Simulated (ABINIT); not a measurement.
An input for ABINIT 10.8.3 (SnSe2 (P-3m1)):

```
acell 3*1.0 Angstrom
rprim 
  3.810999999987 0.000000000003 0.000000000000
  -1.905499999996 3.300422813810 0.000000000000
  0.000000000000 0.000000000000 6.136000000000
ntypat 2
znucl 50 34
natom 3
typat 1 2 2
xred 
  0.000000000000 0.000000000000 0.000000000000
  0.333333333333 0.666666666667 0.249000000000
  0.666666666667 0.333333333333 0.751000000000
pp_dirpath "pseudos"
pseudos "Sn.upf, Se.upf"
ecut 39
ngkpt 3 3 2
nshiftk 1
shiftk 0 0 0
kptopt 1
chksymbreak 0
istwfk *1
occopt 1
irdwfk 1
optdriver 3
nband 377
ecuteps 8
inclvkb 2
awtr 1
symchi 1
indata_prefix "in"
outdata_prefix "out"
tmpdata_prefix "tmp"
```

```sh
OMP_NUM_THREADS=1 mpirun -n 8 abinit run.abi > log
```

How long will it take on 8 MPI ranks of Arm Neoverse N1, shared host, and how much memory?

It took 3.1 min; on shared hardware allow 93 s to 6.2 min. Peak host memory was 2.6 GiB.

[Paths, hosts, dates, memory and timing lines, banners, echoed tables and standing remarks are left out of the program output.]

[Logs are printed without paths, hosts, clocks, repeated set-up lines and the standing remarks that a program may print on its own settings, such as how far it seeks lower states.]

[Runs of the session that timed out or met a known fault of the program may be left out.]

[Hosts, paths, dates, database ids (printed as entryN), source tags and the programs' standing remarks are cut or masked in the printed files.]

[G0W0 gaps are taken among the corrected bands and points alone; a level outside them can change the order at an edge.]

[Where Ansatz stands beside ABINIT at settings called matched, ABINIT's density can come from a denser mesh and the files from another edition; pairs whose starting gaps differed by over 0.03 eV were left out, so agreement reads better than it is.]
